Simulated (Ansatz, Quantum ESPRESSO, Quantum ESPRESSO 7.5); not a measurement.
## Gate doping of honeycomb AsN, 2 layers, AB stacking

Aim: where the induced charge goes and how the bands change when honeycomb AsN, 2 layers, AB stacking is doped by a gate.

Calculated with Quantum ESPRESSO 7.5; plane-wave DFT, PBE, GBRV ultrasoft pseudopotentials (geometry by Ansatz 0.2.0 with PAW datasets; geometry under PBE-D3(BJ)).

### 1. The structure

The cell holds 4 atoms: 2 N and 2 As. Its edges and angles: a = 2.980 Å, b = 2.980 Å, c = 27.240 Å, α = 90.0°, β = 90.0°, γ = 120.0°. It derives from AsN. Vacuum lies along c.

This sheet is a model structure: its symmetry is held, and its stability is not tested here.

### 2. Relaxation with Ansatz

The geometry comes first, from a plane-wave PAW code, so that the later runs on this slab share one structure.

File input.yaml:

```yaml
crystal:
  lattice:
    - [2.98, 0.0, 0.0]
    - [-1.49, 2.5807557033, 0.0]
    - [0.0, 0.0, 27.24]
  atoms:
    - { symbol: "N", position: [0.6666666667, 0.3333333333, 0.4038179148] }
    - { symbol: As, position: [0.3333333333, 0.6666666667, 0.4394273128] }
    - { symbol: "N", position: [0.0, 0.0, 0.5605726872] }
    - { symbol: As, position: [0.6666666667, 0.3333333333, 0.5961820852] }
kpoints:
  mp_grid: { grid: [12, 12, 1] }
hamiltonian:
  xc: pbe
  dispersion: d3bj
scf:
  occupations: { method: fermi_dirac, width: 0.05 }
  convergence: { dr2_threshold: 1.0e-08 }
efield:
  axis: 3
  dipole_correction: true
  ramp_position: 0.97
  ramp_width: 0.04
relax:
  f_tol: 0.01
  cell: { fix: [c, alpha, beta] }
output:
  write_potential: true
  write_density: true
  volumetric_format: npy
```

The run is started by

```
ansatz run input.yaml --threads 4 --pin off --max-ram 8192MiB --backend cpu --events-out ev --progress --plain --runs-dir out
```

Numbers of over 12 decimals in the logs are rounded to 6 here.

Log:

```text
Warning: relax.cell: scf.convergence.dr2_threshold = 1e-8 eV is looser than the 4e-10 eV advised for a relaxation that steers and ends on the stress (1e-10 eV for each atom of the cell: 4). What an SCF threshold leaves in a stress goes as its square root, and in the free energy as the threshold itself, and one threshold admits the most on a small cell: [figures from the program's tests cut] Set scf.convergence.dr2_threshold to 4e-10 eV or tighter. The threshold is an SCF's pass mark: one that does not reach it within its budget of iterations ends unconverged, or closes short of it on a stop that the run arms, and scf.convergence.dr2_threshold's page says what that costs each kind of run
Engine: ansatz 0.2.0, aarch64-unknown-linux-gnu
Pseudopotentials: kind: paw
Pseudopotential: N, paw, valence charge 5, recommended cutoff 420 eV (normal), N.paw.azcp
Pseudopotential: As, paw, valence charge 15, recommended cutoff 420 eV (normal), As.paw.azcp
Functional definition: PBE
  parameter kappa = 0.804
  parameter beta = 0.066725
  exchange = pbe_x(kappa = kappa, mu = beta*pi^2/3)
  correlation = pbe_c(beta = beta)
Crystal: 4 atoms, lattice volume = 209.493 Å³
Basis set: ecut = 420 eV, 3979 PW (Γ), exchange–correlation on 40×40×384 points (8 copies of the dense FFT grid, shifted against one another)
Bands: 24, of which v1, the nominal top of the filled ones, is band 20 counted from 1 (19 counted from 0)
Symmetry: 6 space group operations
Space group: P3m1 (ITA 156), of the structure as read, at distance tolerance 5.9e-5 Å
k-points: 19 of 144 (time reversal used)
Non-local potential: N, projectors of the file, l = 0: 2, l = 1: 2, l = 2: 1
Non-local potential: As, projectors of the file, l = 0: 2, l = 1: 2, l = 2: 3, l = 3: 1
PAW form: soft (Blöchl's): semilocal exchange-correlation on the pseudo side does not see the compensation charge
PAW one-centre angular grid: N, 110 points (default); XC on 64 Gauss nodes
PAW one-centre angular grid: As, 590 points (default); XC on 64 Gauss nodes
Initial density: superposition of atomic densities (neutral atoms: chi_scale 0, normalization atom), corrected by the library's trained network
Initial wavefunctions: pseudopotential atomic-orbital guess
Functional: x = pbe(κ = 0.804, μ = 0.219515), c = pbe(β = 0.066725)
SCF iter   1: F=—  HF=-10478.487189 eV  |F-HF|=—  |Δ(HF+E_count)|=         —  Δρ=3.30e-3  dr2=1.53e-1  ethr=1.77e-3  p=0.037 e·Å  D=3.22e-2 V/Å  ΔV_dip=-0.88 eV  dr2_dipole=5.25e-2  V_vac-E_F(+/−)=5.04/5.92 eV  ⟨swp⟩=8.3  Hψ=2284  notcnv=0
efield: sawtooth ramp at fractional position 0.9700 (set: `efield.ramp_position`, or a place that a band, a saddle search or an elastic batch's reference lends), width 0.0400; the density the first Hamiltonian is built on has a dipole p = 0.037 e·Å; the dipole correction subtracts the counter field D = 3.22e-2 V/Å, which shifts the + side's vacuum level by -0.88 eV against the − side's; the planar-averaged density in the ramp window peaks in size at 2.5e-6 e/Å³
preconditioner: auto → none  [insulator: Δε(μ)=1.416 eV  Ē_g=10.758 eV  σ=0.050 eV  W_gap=1.00  n_scr=16 (ndim 8)  ℏωp=11.5 eV  f_vac=0.682  D(μ)=0.00/eV (n_scr^D=0)  ε∞_Penn≈2.1]
SCF iter   2: F=—  HF=-10478.780715 eV  |F-HF|=—  |Δ(HF+E_count)|=   2.94e-1  Δρ=2.39e-2  dr2=1.42e1  ethr=3.83e-4  p=0.212 e·Å  D=1.83e-1 V/Å  ΔV_dip=-4.98 eV  dr2_dipole=4.16e0  V_vac-E_F(+/−)=2.76/7.74 eV  ⟨swp⟩=3.9  Hψ=953  notcnv=0  recentre
preconditioner: auto → LDOS  [metal: Δε(μ)=0.016 eV  Ē_g=10.194 eV  σ=0.050 eV  W_gap=0.08  n_scr=16 (ndim 8)  ℏωp=11.5 eV  f_vac=0.681  D(μ)=3.76/eV (n_scr^D=14)  β→1.0]
SCF iter   3: F=—  HF=-10478.479487 eV  |F-HF|=—  |Δ(HF+E_count)|=   3.01e-1  Δρ=2.64e-3  dr2=1.25e-1  ethr=3.83e-4  p=0.050 e·Å  D=4.34e-2 V/Å  ΔV_dip=-1.18 eV  dr2_dipole=4.14e-2  V_vac-E_F(+/−)=4.90/6.08 eV  ⟨swp⟩=3.5  Hψ=902  notcnv=0
SCF iter   4: F=—  HF=-10478.465847 eV  |F-HF|=—  |Δ(HF+E_count)|=   1.36e-2  Δρ=2.38e-3  dr2=1.01e-1  ethr=3.11e-4  p=0.063 e·Å  D=5.47e-2 V/Å  ΔV_dip=-1.49 eV  dr2_dipole=3.73e-2  V_vac-E_F(+/−)=4.75/6.24 eV  ⟨swp⟩=1.6  Hψ=620  notcnv=0
SCF iter   5: F=—  HF=-10478.444816 eV  |F-HF|=—  |Δ(HF+E_count)|=   2.10e-2  Δρ=1.53e-3  dr2=4.65e-2  ethr=2.53e-4  p=0.103 e·Å  D=8.93e-2 V/Å  ΔV_dip=-2.43 eV  dr2_dipole=1.51e-2  V_vac-E_F(+/−)=4.31/6.75 eV  ⟨swp⟩=3.3  Hψ=865  notcnv=0
SCF iter   6: F=—  HF=-10478.433272 eV  |F-HF|=—  |Δ(HF+E_count)|=   1.15e-2  Δρ=8.36e-4  dr2=1.34e-2  ethr=1.16e-4  p=0.134 e·Å  D=1.16e-1 V/Å  ΔV_dip=-3.16 eV  dr2_dipole=3.70e-3  V_vac-E_F(+/−)=4.00/7.15 eV  ⟨swp⟩=2.7  Hψ=661  notcnv=0
SCF iter   7: F=—  HF=-10478.430955 eV  |F-HF|=—  |Δ(HF+E_count)|=   2.32e-3  Δρ=5.03e-4  dr2=3.37e-3  ethr=3.36e-5  p=0.143 e·Å  D=1.23e-1 V/Å  ΔV_dip=-3.36 eV  dr2_dipole=7.20e-4  V_vac-E_F(+/−)=3.90/7.26 eV  ⟨swp⟩=1.5  Hψ=557  notcnv=0
SCF iter   8: F=—  HF=-10478.430356 eV  |F-HF|=—  |Δ(HF+E_count)|=   5.98e-4  Δρ=1.22e-4  dr2=8.75e-5  ethr=8.43e-6  p=0.148 e·Å  D=1.28e-1 V/Å  ΔV_dip=-3.49 eV  dr2_dipole=1.69e-5  V_vac-E_F(+/−)=3.85/7.34 eV  ⟨swp⟩=2.1  Hψ=581  notcnv=0
SCF iter   9: F=—  HF=-10478.430356 eV  |F-HF|=—  |Δ(HF+E_count)|=   7.88e-7  Δρ=5.10e-5  dr2=1.53e-5  ethr=2.19e-7  p=0.147 e·Å  D=1.27e-1 V/Å  ΔV_dip=-3.45 eV  dr2_dipole=1.70e-6  V_vac-E_F(+/−)=3.86/7.31 eV  ⟨swp⟩=3.3  Hψ=1033  notcnv=0
SCF iter  10: F=—  HF=-10478.430357 eV  |F-HF|=—  |Δ(HF+E_count)|=   1.52e-6  Δρ=2.11e-5  dr2=4.64e-6  ethr=3.82e-8  p=0.147 e·Å  D=1.27e-1 V/Å  ΔV_dip=-3.45 eV  dr2_dipole=1.23e-6  V_vac-E_F(+/−)=3.86/7.31 eV  ⟨swp⟩=2.1  Hψ=528  notcnv=0
SCF iter  11: F=—  HF=-10478.430406 eV  |F-HF|=—  |Δ(HF+E_count)|=   4.90e-5  Δρ=2.92e-6  dr2=4.72e-8  ethr=1.16e-8  p=0.147 e·Å  D=1.27e-1 V/Å  ΔV_dip=-3.46 eV  dr2_dipole=9.19e-9  V_vac-E_F(+/−)=3.86/7.31 eV  ⟨swp⟩=2.0  Hψ=518  notcnv=0
SCF iter  12: F=—  HF=-10478.430406 eV  |F-HF|=—  |Δ(HF+E_count)|=   2.61e-7  Δρ=1.49e-6  dr2=1.18e-8  ethr=1.18e-10  p=0.147 e·Å  D=1.27e-1 V/Å  ΔV_dip=-3.46 eV  dr2_dipole=2.25e-9  V_vac-E_F(+/−)=3.86/7.31 eV  ⟨swp⟩=2.7  Hψ=651  notcnv=0
SCF iter  13: F=-10478.430406 eV  HF=-10478.430406 eV  |F-HF|=8.31e-9  |Δ(HF+E_count)|=   3.50e-8  Δρ=6.87e-7  dr2=5.82e-9  ethr=2.50e-11  p=0.147 e·Å  D=1.27e-1 V/Å  ΔV_dip=-3.46 eV  dr2_dipole=1.53e-9  V_vac-E_F(+/−)=3.86/7.31 eV  ⟨swp⟩=8.5  Hψ=2709  notcnv=0
SCF 1 converged in 13 iterations: F = -10478.430406 eV  dr2 = 5.82e-9
  greatest PAW one-centre occupation: 0.999 electrons in one spin orbital (limit 2), on the As atom at site 3 (counted from 0), in its partial waves of l = 2
[...]
relax step   4: F+E_penalty+E_count = -10478.45289233 eV  Δ(F+E_penalty+E_count) = -8.931e-4 eV  max|allowed force component| = 2.791e-2 eV/Å  Δτ_max = 0.0258 Å  P = -0.025 GPa  Ω = 206.167 Å³  energy of the carried Pulay correction = +1.900e-3 eV  fix = [c, alpha, beta]  reactions: c -0.003 GPa  (8 SCF iters, accepted)
[...]
relax step   5: F+E_penalty+E_count = -10478.45300852 eV  Δ(F+E_penalty+E_count) = -1.162e-4 eV  max|allowed force component| = 7.037e-3 eV/Å  Δτ_max = 0.0069 Å  P = -0.009 GPa  Ω = 206.066 Å³  energy of the carried Pulay correction = +1.957e-3 eV  fix = [c, alpha, beta]  reactions: c -0.002 GPa  (7 SCF iters, accepted)
Initial wavefunctions: pseudopotential atomic-orbital guess (no wavefunctions were taken with the density)
iter 1 solved again at ethr=9.53e-7 eV; its pass at ethr=3.10e-3 eV (dr2=3.81e-4 eV) is discarded
SCF iter   1: F=—  HF=-10478.451299 eV  |F-HF|=—  |Δ(HF+E_count)|=         —  Δρ=3.73e-5  dr2=5.44e-7  ethr=9.53e-7  p=0.139 e·Å  D=1.22e-1 V/Å  ΔV_dip=-3.32 eV  dr2_dipole=1.42e-8  V_vac-E_F(+/−)=3.90/7.22 eV  ⟨swp⟩=4.0  Hψ=3535  notcnv=0
efield: sawtooth ramp at fractional position 0.9700 (set: `efield.ramp_position`, or a place that a band, a saddle search or an elastic batch's reference lends), width 0.0400; the density the first Hamiltonian is built on has a dipole p = 0.139 e·Å; the dipole correction subtracts the counter field D = 1.22e-1 V/Å, which shifts the + side's vacuum level by -3.32 eV against the − side's; the planar-averaged density in the ramp window peaks in size at 7.3e-7 e/Å³
eigensolver tolerance schedule: the retry pair's looser diagonalisation over-reported the residual by 698.97 of it (diagonalisation noise at 0.27 of the residual, at the tolerance the schedule requests for it); recorded, not acted on — ethr = c·dr2/N_el stays at c = 1.0e-1
preconditioner: auto → LDOS  [insulator: Δε(μ)=0.321 eV  Ē_g=10.794 eV  σ=0.050 eV  W_gap=0.90  n_scr=18 (ndim 8)  ℏωp=11.6 eV  f_vac=0.685  D(μ)=0.20/eV (n_scr^D=2)  ε∞_Penn≈2.1  β→1.0]
SCF iter   2: F=—  HF=-10478.451370 eV  |F-HF|=—  |Δ(HF+E_count)|=   7.12e-5  Δρ=2.15e-5  dr2=1.30e-6  ethr=1.36e-9  p=0.139 e·Å  D=1.22e-1 V/Å  ΔV_dip=-3.32 eV  dr2_dipole=1.05e-7  V_vac-E_F(+/−)=3.90/7.22 eV  ⟨swp⟩=3.0  Hψ=1023  notcnv=0
SCF iter   3: F=—  HF=-10478.451370 eV  |F-HF|=—  |Δ(HF+E_count)|=   2.54e-8  Δρ=1.06e-5  dr2=5.88e-7  ethr=1.36e-9  p=0.139 e·Å  D=1.22e-1 V/Å  ΔV_dip=-3.32 eV  dr2_dipole=5.96e-8  V_vac-E_F(+/−)=3.90/7.22 eV  ⟨swp⟩=3.0  Hψ=1015  notcnv=0
SCF iter   4: F=—  HF=-10478.451370 eV  |F-HF|=—  |Δ(HF+E_count)|=   6.25e-8  Δρ=4.00e-6  dr2=4.63e-8  ethr=1.36e-9  p=0.139 e·Å  D=1.22e-1 V/Å  ΔV_dip=-3.32 eV  dr2_dipole=1.88e-9  V_vac-E_F(+/−)=3.90/7.22 eV  ⟨swp⟩=2.0  Hψ=512  notcnv=0
iter 5 met the thresholds in force, and the SCF goes on: an eigenvalue changes by 4.23 meV, over its tolerance of 3.16 meV (output.eigenvalues, Limitations)
SCF iter   5: F=-10478.451370 eV  HF=-10478.451370 eV  |F-HF|=1.42e-8  |Δ(HF+E_count)|=   5.76e-8  Δρ=7.61e-7  dr2=1.45e-9  ethr=2.50e-11  p=0.139 e·Å  D=1.22e-1 V/Å  ΔV_dip=-3.32 eV  dr2_dipole=8.30e-11  V_vac-E_F(+/−)=3.90/7.22 eV  ⟨swp⟩=9.6  Hψ=3412  notcnv=0
SCF iter   6: F=-10478.451370 eV  HF=-10478.451370 eV  |F-HF|=1.43e-9  |Δ(HF+E_count)|=   1.39e-8  Δρ=1.42e-7  dr2=5.00e-11  ethr=3.63e-12  p=0.139 e·Å  D=1.22e-1 V/Å  ΔV_dip=-3.32 eV  dr2_dipole=4.33e-12  V_vac-E_F(+/−)=3.90/7.22 eV  ⟨swp⟩=6.4  Hψ=2854  notcnv=0
SCF 6 converged in 6 iterations: F = -10478.451370 eV  dr2 = 5.00e-11
relax step   6: F+E_penalty+E_count = -10478.45137029 eV  Δ(F+E_penalty+E_count) = +1.638e-3 eV  max|allowed force component| = 7.069e-3 eV/Å  Δτ_max = 0.0000 Å  P = -0.023 GPa  Ω = 206.066 Å³  fix = [c, alpha, beta]  reactions: c -0.002 GPa  stress off target by 3.34e-2 GPa on what of the cell is left free  SCF on the basis re-selected at this cell (its energy is not comparable with the rows above)  (6 SCF iters)
basis re-selected at this cell: Δ(F+E_penalty+E_count) = +1.638e-3 eV, ΔP = -0.014 GPa vs the last step (what re-selecting the basis moved, of the pressure what is left beyond the Pulay correction that the steps carried, after the strain that the cell walked since its last selection, with what the two solves' SCF thresholds leave and, on support functions, any second-order correction that the steps lacked; it is no m [...]
WARN: The output density's exchange-correlation potential varies sharply where the density is thin. Do not read a vacuum level from v_tot or v_xc, or from such a field of the output density. On a cell that repeats whose density bears no net charge and no dipole along the vacuum's axis use v_es (v_loc + v_h of the components); under efield.dipole_correction with no amplitude use v_es + v_field, which holds any externa [...]
SCF converged after 6 iterations
an eigenvalue changed by more than its tolerance at an iteration that met the thresholds in force, so the SCF went on 1 time: the last check found none over its tolerance
Free energy (F): -10478.451370 eV
Harris-Foulkes:  -10478.451370 eV  (|F-HF|=1.43e-9)
Internal energy: -10478.448866 eV  (E = F + TS)
E sigma→0 (E₀):  -10478.450118 eV
Entropy (-TS):   -0.002504 eV (-0.626 meV/atom)
Fermi energy:    -1.284404 eV
Dipole field:    D = 0.121822 V/Å  (p = 0.138730 e·Å, saw-weighted, corrected)
Work function:   Φ+ = 3.9020 eV   Φ− = 7.2204 eV
Levels:          The Fermi level and band energies are counted from a zero that moves with the ramp; work functions are not
--- Per-component energies (eV) ---
  E_band       = -938.573331
  E_kinetic    = 460.951108
  E_local      = -50195.270643  (includes V_loc(G=0)·N_el)
  E_nonlocal   = -1245.938916
  E_hartree    = 24964.221162
  E_xc         = -276.994754
  E_vxc        = -309.012462  (∫ρ·V_xc dr)
  E_paw        = -3925.186551  (= ΣΔE_a)
  E_vpaw       = 424.725986  (= ΣTr[D̂ρ^β])
  E_aug_tail   = 0.000189  (compensation charges beyond the density's cutoff)
  E_efield     = 0.008450  (sawtooth field / dipole correction)
  E_vefield    = -2.470751  (∫n·V_field dr)
  E_ewald      = 19740.533277
  E_disp       = -0.772189  (pairwise vdW)
  E_smearing   = -0.002504  (= −TS)
  E_closure    = 0.000000  (closes the sum)
  Σ components = -10478.451370   (vs F -10478.451370, Δ=0.00e0)
--- Forces (eV/Å), atoms counted from 1 ---
  atom   1  N      0.00000000     0.00000000    -0.00579611
  atom   2  As     0.00000000     0.00000000     0.00560368
  atom   3  N      0.00000000     0.00000000     0.00706796
  atom   4  As     0.00000000     0.00000000    -0.00687944
  max |Σ_I F_I| component: 3.91e-6 eV/Å
--- Stress (GPa, compression-positive) ---
       -0.033425      -0.000000       0.000000
       -0.000000      -0.033425       0.000000
        0.000000       0.000000      -0.001994
  P = ⅓ Tr σ = -0.0229 GPa (-0.229 kbar)
--- Band table (eV; the first three rows and the last of 19) ---
  k-point 0: bands = [... 16 lower, -3.7452, -3.1447, -3.1447, -1.7714, -0.4336, 1.4142, 2.3103, 3.2829]
  k-point 1: bands = [... 16 lower, -3.9070, -3.6070, -3.3069, -1.6454, 0.0831, 1.9017, 2.4703, 2.9077]
  k-point 2: bands = [... 16 lower, -5.1957, -3.7119, -3.4261, -1.5205, 0.6649, 2.0272, 2.4019, 3.0736]
  k-point 18: bands = [... 16 lower, -5.5861, -4.4634, -3.9919, -2.9627, -0.3927, 1.0906, 2.2347, 3.6162]
--- Relaxed structure (5 steps of the walk, 5 accepted, 1 SCFs on fresh bases) ---
  F+E_penalty+E_count = -10478.45137029 eV   max|allowed force component| = 7.069e-3 eV/Å   (the final SCF, on the basis selected at the relaxed cell)
  cell:  # Å, volume = 206.0664 Å³
    - [2.955526, -9.05735415204453e-19, 0]
    - [-1.477763, 2.559560, 0]
    - [0, 0, 27.24]
  atoms:
    - { symbol: N, position: [0.666667, 0.333333, 0.406605] }
    - { symbol: As, position: [0.333333, 0.666667, 0.441458] }
    - { symbol: N, position: [-2.385432931763626e-17, -1.8503717076008857e-17, 0.558430] }
    - { symbol: As, position: [0.666667, 0.333333, 0.593507] }
```

Run time: 13 s. Hardware: 4 threads of Arm Neoverse V2, shared host; peak memory 0.49 GiB.

Step by step:

| step | energy less that of the first step (eV) | largest force component (eV/Å) | pressure (GPa) | volume (Å³) |
| --- | --- | --- | --- | --- |
| 1 | 0.0000 | 0.4186 | -0.92 | 209.49 |
| 2 | -0.0096 | 0.3438 | -0.22 | 207.29 |
| 3 | -0.0216 | 0.1530 | 0.07 | 205.90 |
| 4 | -0.0225 | 0.0279 | -0.03 | 206.17 |
| 5 | -0.0226 | 0.0070 | -0.01 | 206.07 |
| 6* | -0.0210 | 0.0071 | -0.02 | 206.07 |

Relaxation steps marked * repeat the geometry before them on a plane-wave basis chosen anew for their cell, so energy and pressure can jump there.

| cell as run | before | after | change |
| --- | --- | --- | --- |
| a (Å) | 2.980 | 2.956 | -0.8 % |
| b (Å) | 2.980 | 2.956 | -0.8 % |

The atoms that moved most (Å, along periodic axes as changes of fractional coordinates times the final cell, across vacuum about the mean position):

| atom | dx | dy | dz | length |
| --- | --- | --- | --- | --- |
| N1 | 0.000 | 0.000 | 0.076 | 0.076 |
| As4 | 0.000 | 0.000 | -0.073 | 0.073 |
| N3 | 0.000 | 0.000 | -0.058 | 0.058 |
| As2 | 0.000 | 0.000 | 0.055 | 0.055 |

Final coordinates:

```xyz
4
Lattice="2.9555 0.0000 0.0000 -1.4778 2.5596 0.0000 0.0000 0.0000 27.2400" Properties=species:S:1:pos:R:3
N     1.4778    0.8532   11.0759
As    0.0000    1.7064   12.0253
N     0.0000    0.0000   15.2116
As    1.4778    0.8532   16.1671
```

This step gave:

```
free energy                                                      : -10478.4514 eV
energy at zero smearing                                          : -10478.4501 eV
smearing term TS                                                 : 0.002504 eV
Fermi energy                                                     : -1.284 eV
gap by band count                                                : 0.3212 eV
symmetry operations                                              : 6
dipole along the normal                                          : 0.1387 e·Å
vacuum level at the upper face over a Fermi level inside the gap : 3.902 eV
vacuum level at the lower face over a Fermi level inside the gap : 7.220 eV
```

(Continued in part 2 of 7.)

[Logs are printed without paths, hosts, clocks, repeated set-up lines and the standing remarks that a program may print on its own settings, such as how far it seeks lower states.]

[Hosts, paths, dates, database ids (printed as entryN), source tags and the programs' standing remarks are cut or masked in the printed files.]

[Maps of the electrostatic potential energy from Ansatz leave out the sawtooth potential of an applied field or a dipole correction, so their vacuum need not be flat; planar profiles and work functions include it.]
